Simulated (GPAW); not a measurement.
# Screening of a field by WGe2As4 monolayer, part 2 of 2

Aim: the dipole that a field along the normal induces in WGe2As4 monolayer.

GPAW 26.7.0; GPAW, PAW setups; layer in a repeated cell with vacuum, relaxation of atoms and in-plane cell (the session's first sound run).

So far, upper work function (eV): step 3 (plane waves, PBE) 4.60.

## 5. Field on

Level of this step: GPAW, PAW setups; slab in vacuum (GPAW).

run.py reads:

```python
import json
import numpy as np
from ase import Atoms
from gpaw import GPAW, PW
from gpaw.external import ConstantElectricField

slab = Atoms(
    ['As', 'Ge', 'As', 'W', 'As', 'Ge', 'As'],
    positions=[
        [-0.00000, 0.00000, 9.00000],
        [-0.00000, 2.12788, 10.18517],
        [-0.00000, 2.12788, 12.65129],
        [-0.00000, 0.00000, 14.11543],
        [-0.00000, 2.12788, 15.57956],
        [-0.00000, 2.12788, 18.04568],
        [0.00000, -0.00000, 19.23085]],
    cell=[[3.68559, -0.0, 0.0], [-1.8428, 3.19181, 0.0], [0.0, 0.0, 28.2308]],
    pbc=[True, True, False])

slab.calc = GPAW(mode=PW(400), xc='PBE', kpts={'size': (9, 9, 1), 'gamma': True},
                 occupations={'name': 'fermi-dirac', 'width': 0.05}, nbands='200%',
                 convergence={'density': 1e-05}, maxiter=200,
                 poissonsolver={'dipolelayer': 'xy'},
                 external=ConstantElectricField(-0.1, [0, 0, 1]),
                 symmetry={'tolerance': 1e-3}, txt='slab.txt')
result = {}
energy = slab.get_potential_energy()
fermi = slab.calc.get_fermi_level()
v = slab.calc.get_electrostatic_potential().mean((0, 1)) - fermi
n = slab.calc.get_pseudo_density().mean((0, 1))
L = slab.cell[2, 2]
z = np.arange(len(v)) * L / len(v)
low, high = slab.positions[:, 2].min(), slab.positions[:, 2].max()
below, above = np.interp([low - 6.8, high + 6.8], z, v)
slopes = [np.interp(x, z, np.gradient(v, z)) for x in (low - 6.8, high + 6.8)]
eps = np.array([[slab.calc.get_eigenvalues(k, s) for k in range(len(slab.calc.get_ibz_k_points()))]
                for s in range(slab.calc.get_number_of_spins())]) - fermi
top, bottom = eps[eps < 0].max(), eps[eps > 0].min()
dipole = slab.get_dipole_moment()[2]
print(f'energy {energy:.4f} eV, Fermi level {fermi:.4f} eV, dipole {dipole:.5f} e A')
print(f'potential 6.8 A off the faces, from the Fermi level: lower {below:.4f} eV, upper {above:.4f} eV')
print(f'slope of the potential there: lower {slopes[0]:.5f}, upper {slopes[1]:.5f} eV/A')
print(f'nearest levels on the mesh: {top:.4f} and {bottom:.4f} eV')
print('magnetic moment', round(slab.get_magnetic_moment(), 3))
result.update(energy=energy, fermi=fermi, dipole=dipole, below=below, above=above, slopes=slopes, edges=[top, bottom],
              z=z.tolist(), v=v.tolist(), n=n.tolist(), positions=slab.positions.tolist(),
              forces=slab.get_forces(apply_constraint=False).tolist(), moments=slab.get_magnetic_moments().tolist())
json.dump(result, open('result.json', 'w'))
```

Command:

```sh
OMP_NUM_THREADS=1 OPENBLAS_NUM_THREADS=1 python run.py
```

Output:

```text
energy -39.1110 eV, Fermi level 0.6116 eV, dipole -0.08017 e A
potential 6.8 A off the faces, from the Fermi level: lower 3.9949 eV, upper 5.2286 eV
slope of the potential there: lower -0.00019, upper 0.00017 eV/A
nearest levels on the mesh: -0.2974 and 0.2766 eV
magnetic moment 0.0
```

It took 6.9 min on 1 thread of Arm Neoverse V1, shared host; peak memory 0.49 GiB.

Numbers from this step:

```yaml
dipole_along_the_normal: -0.08017 e·Å
levels_nearest_the_fermi_level_on_the_mesh: -0.2974, 0.2766 eV from the Fermi level
potential_below_the_slab_the_applied_field_s_own_ramp_left_out: 3.995 eV from the Fermi level
potential_above_the_slab_the_applied_field_s_own_ramp_left_out: 5.229 eV from the Fermi level
```

The electrostatic potential energy of an electron (without an applied field's), less the Fermi level, planar mean oscillates, so the rows of the table below give means over windows of 1.78 Å about each position, cut where the curve ends. Its maxima inside the range that stand out by 2 % of the span (Å: eV): 9.6: -9.38, 11.5: 1.64, 13.3: -6.70, 15.0: -6.54, 16.8: 2.15, 18.6: -8.52. Its minima: 9.0: -14.5, 10.1: -14.0, 12.7: -13.0, 14.1: -17.4, 15.6: -12.8, 18.1: -13.2, 19.2: -13.5.

The electrostatic potential energy of an electron (without an applied field's), less the Fermi level, planar mean by z; means over each step:

z (Å), electrostatic potential energy of an electron (without an applied field's), less the Fermi level, planar mean (eV) and a bar from the least value:
```
     0.89        4.1 ############################
     2.67        4.0 ############################
     4.45        4.0 ############################
     6.23        4.0 ############################
     8.01       -1.0 ###################
     9.79      -11.5 
    11.57       -1.7 ##################
    13.35      -11.5 
    15.13      -10.1 ###
    16.91       -1.1 ###################
    18.69      -11.1 #
    20.47        2.3 #########################
    22.25        5.2 ##############################
    24.03        5.2 ##############################
    25.81        5.2 ##############################
    27.59        5.2 ##############################
```

The dipole is now -0.0802 e Å, against 0.0029 in the run without a field.

## 6. In a field

Edit run.py of step 5 so:

```diff
@@ -23,3 +23,3 @@
                  poissonsolver={'dipolelayer': 'xy'},
-                 external=ConstantElectricField(-0.1, [0, 0, 1]),
+                 external=ConstantElectricField(-0.05, [0, 0, 1]),
                  symmetry={'tolerance': 1e-3}, txt='slab.txt')
```

Output:

```text
energy -39.1080 eV, Fermi level 0.6119 eV, dipole -0.04009 e A
potential 6.8 A off the faces, from the Fermi level: lower 4.3026 eV, upper 4.9195 eV
slope of the potential there: lower -0.00018, upper 0.00017 eV/A
nearest levels on the mesh: -0.2976 and 0.2767 eV
magnetic moment 0.0
```

It took 5.8 min on 1 thread; peak memory 0.49 GiB.

## 7. In a field

Edit run.py of step 6 so:

```diff
@@ -23,3 +23,3 @@
                  poissonsolver={'dipolelayer': 'xy'},
-                 external=ConstantElectricField(-0.05, [0, 0, 1]),
+                 external=ConstantElectricField(0.05, [0, 0, 1]),
                  symmetry={'tolerance': 1e-3}, txt='slab.txt')
```

Output:

```text
energy -39.1080 eV, Fermi level 0.6119 eV, dipole 0.04008 e A
potential 6.8 A off the faces, from the Fermi level: lower 4.9195 eV, upper 4.3027 eV
slope of the potential there: lower -0.00017, upper 0.00018 eV/A
nearest levels on the mesh: -0.2976 and 0.2767 eV
magnetic moment 0.0
```

The job ended after 5.8 min (1 thread; peak memory 0.49 GiB).

## 8. In a field

Edit run.py of step 7 so:

```diff
@@ -23,3 +23,3 @@
                  poissonsolver={'dipolelayer': 'xy'},
-                 external=ConstantElectricField(0.05, [0, 0, 1]),
+                 external=ConstantElectricField(0.1, [0, 0, 1]),
                  symmetry={'tolerance': 1e-3}, txt='slab.txt')
```

Output:

```text
energy -39.1110 eV, Fermi level 0.6116 eV, dipole 0.08016 e A
potential 6.8 A off the faces, from the Fermi level: lower 5.2285 eV, upper 3.9949 eV
slope of the potential there: lower -0.00017, upper 0.00019 eV/A
nearest levels on the mesh: -0.2974 and 0.2766 eV
magnetic moment 0.0
```

Run time: 6.9 min. Hardware: 1 thread; peak memory 0.49 GiB.

The electrostatic potential energy of an electron (without an applied field's), less the Fermi level, planar mean oscillates, so the rows of the table below give means over windows of 1.78 Å about each position, cut where the curve ends. Its maxima inside the range that stand out by 2 % of the span (Å: eV): 1.6: 5.23, 9.6: -8.52, 11.4: 2.15, 13.3: -6.54, 15.0: -6.71, 16.7: 1.64, 18.6: -9.38. Its minima: 9.0: -13.5, 10.1: -13.2, 12.7: -12.8, 14.1: -17.4, 15.6: -13.0, 18.1: -14.0, 19.2: -14.5.

Table of electrostatic potential energy of an electron (without an applied field's), less the Fermi level, planar mean by z; means over each step:

z (Å), electrostatic potential energy of an electron (without an applied field's), less the Fermi level, planar mean (eV) and a bar from the least value:
```
     0.89        5.2 ##############################
     2.67        5.2 ##############################
     4.45        5.2 ##############################
     6.23        5.2 ##############################
     8.01        0.2 #####################
     9.79      -10.7 ##
    11.57       -1.2 ###################
    13.35      -11.4 #
    15.13      -10.3 ###
    16.91       -1.6 ##################
    18.69      -12.0 
    20.47        1.1 #######################
    22.25        4.0 ############################
    24.03        4.0 ############################
    25.81        4.0 ############################
    27.59        4.0 ############################
```

The dipole is now 0.0802 e Å, against 0.0029 in the run without a field.

## 9. In a field

Edit run.py of step 8 so:

```diff
@@ -23,3 +23,3 @@
                  poissonsolver={'dipolelayer': 'xy'},
-                 external=ConstantElectricField(0.1, [0, 0, 1]),
+                 external=ConstantElectricField(0.2, [0, 0, 1]),
                  symmetry={'tolerance': 1e-3}, txt='slab.txt')
```

Output:

```text
energy -39.1230 eV, Fermi level 0.6104 eV, dipole 0.16032 e A
potential 6.8 A off the faces, from the Fermi level: lower 5.8479 eV, upper 3.3806 eV
slope of the potential there: lower -0.00015, upper 0.00020 eV/A
nearest levels on the mesh: -0.2969 and 0.2763 eV
magnetic moment 0.0
```

Run time: 7 min. Hardware: 1 thread; peak memory 0.49 GiB.

The dipole is now 0.160 e Å, against 0.0029 in the run without a field.

## 10. Field on

Edit run.py of step 9 so:

```diff
@@ -23,3 +23,3 @@
                  poissonsolver={'dipolelayer': 'xy'},
-                 external=ConstantElectricField(0.2, [0, 0, 1]),
+                 external=ConstantElectricField(0.3, [0, 0, 1]),
                  symmetry={'tolerance': 1e-3}, txt='slab.txt')
```

Output:

```text
energy -39.1431 eV, Fermi level 0.6082 eV, dipole 0.24057 e A
potential 6.8 A off the faces, from the Fermi level: lower 6.4698 eV, upper 2.7677 eV
slope of the potential there: lower -0.00014, upper 0.00022 eV/A
nearest levels on the mesh: -0.2960 and 0.2759 eV
magnetic moment 0.0
```

Run time: 6.4 min. Hardware: 1 thread; peak memory 0.49 GiB.

The electrostatic potential energy of an electron (without an applied field's), less the Fermi level, planar mean oscillates, so the rows of the table below give means over windows of 1.83 Å about each position, cut where the curve ends. Its maxima inside the range that stand out by 2 % of the span (Å: eV): 1.8: 6.47, 9.6: -7.66, 11.4: 2.67, 13.3: -6.38, 15.0: -6.87, 16.7: 1.14, 18.6: -10.2. Its minima: 9.0: -12.5, 10.1: -12.5, 12.7: -12.5, 14.1: -17.4, 15.6: -13.3, 18.1: -14.7, 19.2: -15.4.

The electrostatic potential energy of an electron (without an applied field's), less the Fermi level, planar mean by z; means over each step:

```
z (Å)  electrostatic potential energy of an electron (without an applied field's), less the Fermi level, planar mean (eV)
 0.92                                                                                                                6.28
 2.75                                                                                                                6.47
 4.58                                                                                                                6.47
 6.41                                                                                                                6.38
 8.23                                                                                                               -1.09
10.07                                                                                                               -8.19
11.89                                                                                                               -2.74
13.73                                                                                                               -11.6
15.55                                                                                                               -7.92
17.38                                                                                                               -5.23
19.21                                                                                                               -10.1
21.05                                                                                                                2.15
22.88                                                                                                                2.76
24.70                                                                                                                2.77
26.54                                                                                                                2.77
```

The dipole is now 0.241 e Å, against 0.0029 in the run without a field.

## 11. The series

The members are put on one axis.

This step: induced dipole against applied field (GPAW 26.7.0).

Table of dipole along the normal by field:

```
field (V/Å)  dipole along the normal (e·Å)
     -0.200                         -0.160
     -0.100                        -0.0802
     -0.050                        -0.0401
      0.000                        0.00286
      0.050                         0.0401
      0.100                         0.0802
      0.200                          0.160
      0.300                          0.241
```

## 12. A changed run

One more run, with changed settings.

This step: GPAW, PAW setups; slab in vacuum (GPAW 26.7.0).

Edit run.py of step 10 so:

```diff
@@ -3,4 +3,3 @@
 from ase import Atoms
-from gpaw import GPAW, PW
-from gpaw.external import ConstantElectricField
+from gpaw import GPAW
 
@@ -19,7 +18,6 @@
 
-slab.calc = GPAW(mode=PW(400), xc='PBE', kpts={'size': (9, 9, 1), 'gamma': True},
+slab.calc = GPAW(mode='fd', h=0.4, xc='PBE', kpts={'size': (9, 9, 1), 'gamma': True},
                  occupations={'name': 'fermi-dirac', 'width': 0.05}, nbands='200%',
-                 convergence={'density': 1e-05}, maxiter=200,
+                 convergence={'density': 1e-05}, maxiter=75,
                  poissonsolver={'dipolelayer': 'xy'},
-                 external=ConstantElectricField(0.3, [0, 0, 1]),
                  symmetry={'tolerance': 1e-3}, txt='slab.txt')
```

Output:

```text
energy -38.6203 eV, Fermi level -4.6411 eV, dipole 0.00122 e A
potential 6.8 A off the faces, from the Fermi level: lower 4.6505 eV, upper 4.6317 eV
slope of the potential there: lower -0.00000, upper 0.00000 eV/A
nearest levels on the mesh: -0.3000 and 0.2875 eV
magnetic moment 0.0
```

The job ended after 32 s (1 thread; peak memory 0.19 GiB).

The run finished. A setting was moved off its sound value on purpose, so it serves as a test and not as the result.

The fault put into the input: a grid far too coarse (mode = "fd" and h = 0.4).

The two runs compared:

```
                    quantity  this run  sound run  difference
    upper work function (eV)    4.6317     4.6016      0.0302
    lower work function (eV)    4.6505     4.6202      0.0302
upper ionisation energy (eV)    4.9317     4.8992      0.0326
```

One result that differs is the upper ionisation energy, 4.93 eV against 4.90 eV.

## 13. Outcome

| Property | Result |
| --- | --- |
| work function, upper and lower face (Fermi level placed in the gap by the smearing) | 4.602 and 4.620 eV |
| ionisation energy from the upper face (highest filled level on the mesh) | 4.90 eV |
| electron affinity from the upper face (lowest empty Kohn-Sham level on the mesh) | 4.32 eV |
| dipole along the normal | 0.0029 e Å, near the numerical noise |
| induced dipole per field | 0.802 e Å per V/Å |
| out-of-plane polarisability per area, α/(ε0 A) | 12.3 Å |

**Reading.** The field induces 0.802 e Å per V/Å, a polarisable thickness α/(ε0 A) of 12.3 Å beside 10.2 Å between the outermost nuclei. A perfect conductor would give the distance between its two image planes; a dielectric of thickness t gives t(1 - 1/ε). The levels nearest the Fermi level on the mesh lie 0.574 eV apart, so the slab is gapped there: the smearing puts the Fermi level inside the gap, and from either face the ionisation energy is the work function plus 0.30 eV. Both are Kohn-Sham levels on the mesh, and semilocal gaps are too small, so the affinity tends to come out too large and the ionisation energy too small. The induced dipole is linear in the field over this range. With elements this heavy, spin-orbit coupling can move band edges by tenths of an eV. The small printed dipole stands for a step of -44 meV from the lower to the upper face, and the probes find -19 meV; values this small are near the numerical noise of both. The layer's cell and atoms come from the relaxation; spin-orbit coupling and temperature are left out.

[Logs are printed without paths, hosts, clocks, repeated set-up lines and the standing remarks that a program may print on its own settings, such as how far it seeks lower states.]

[Hosts, paths, dates, database ids (printed as entryN), source tags and the programs' standing remarks are cut or masked in the printed files.]
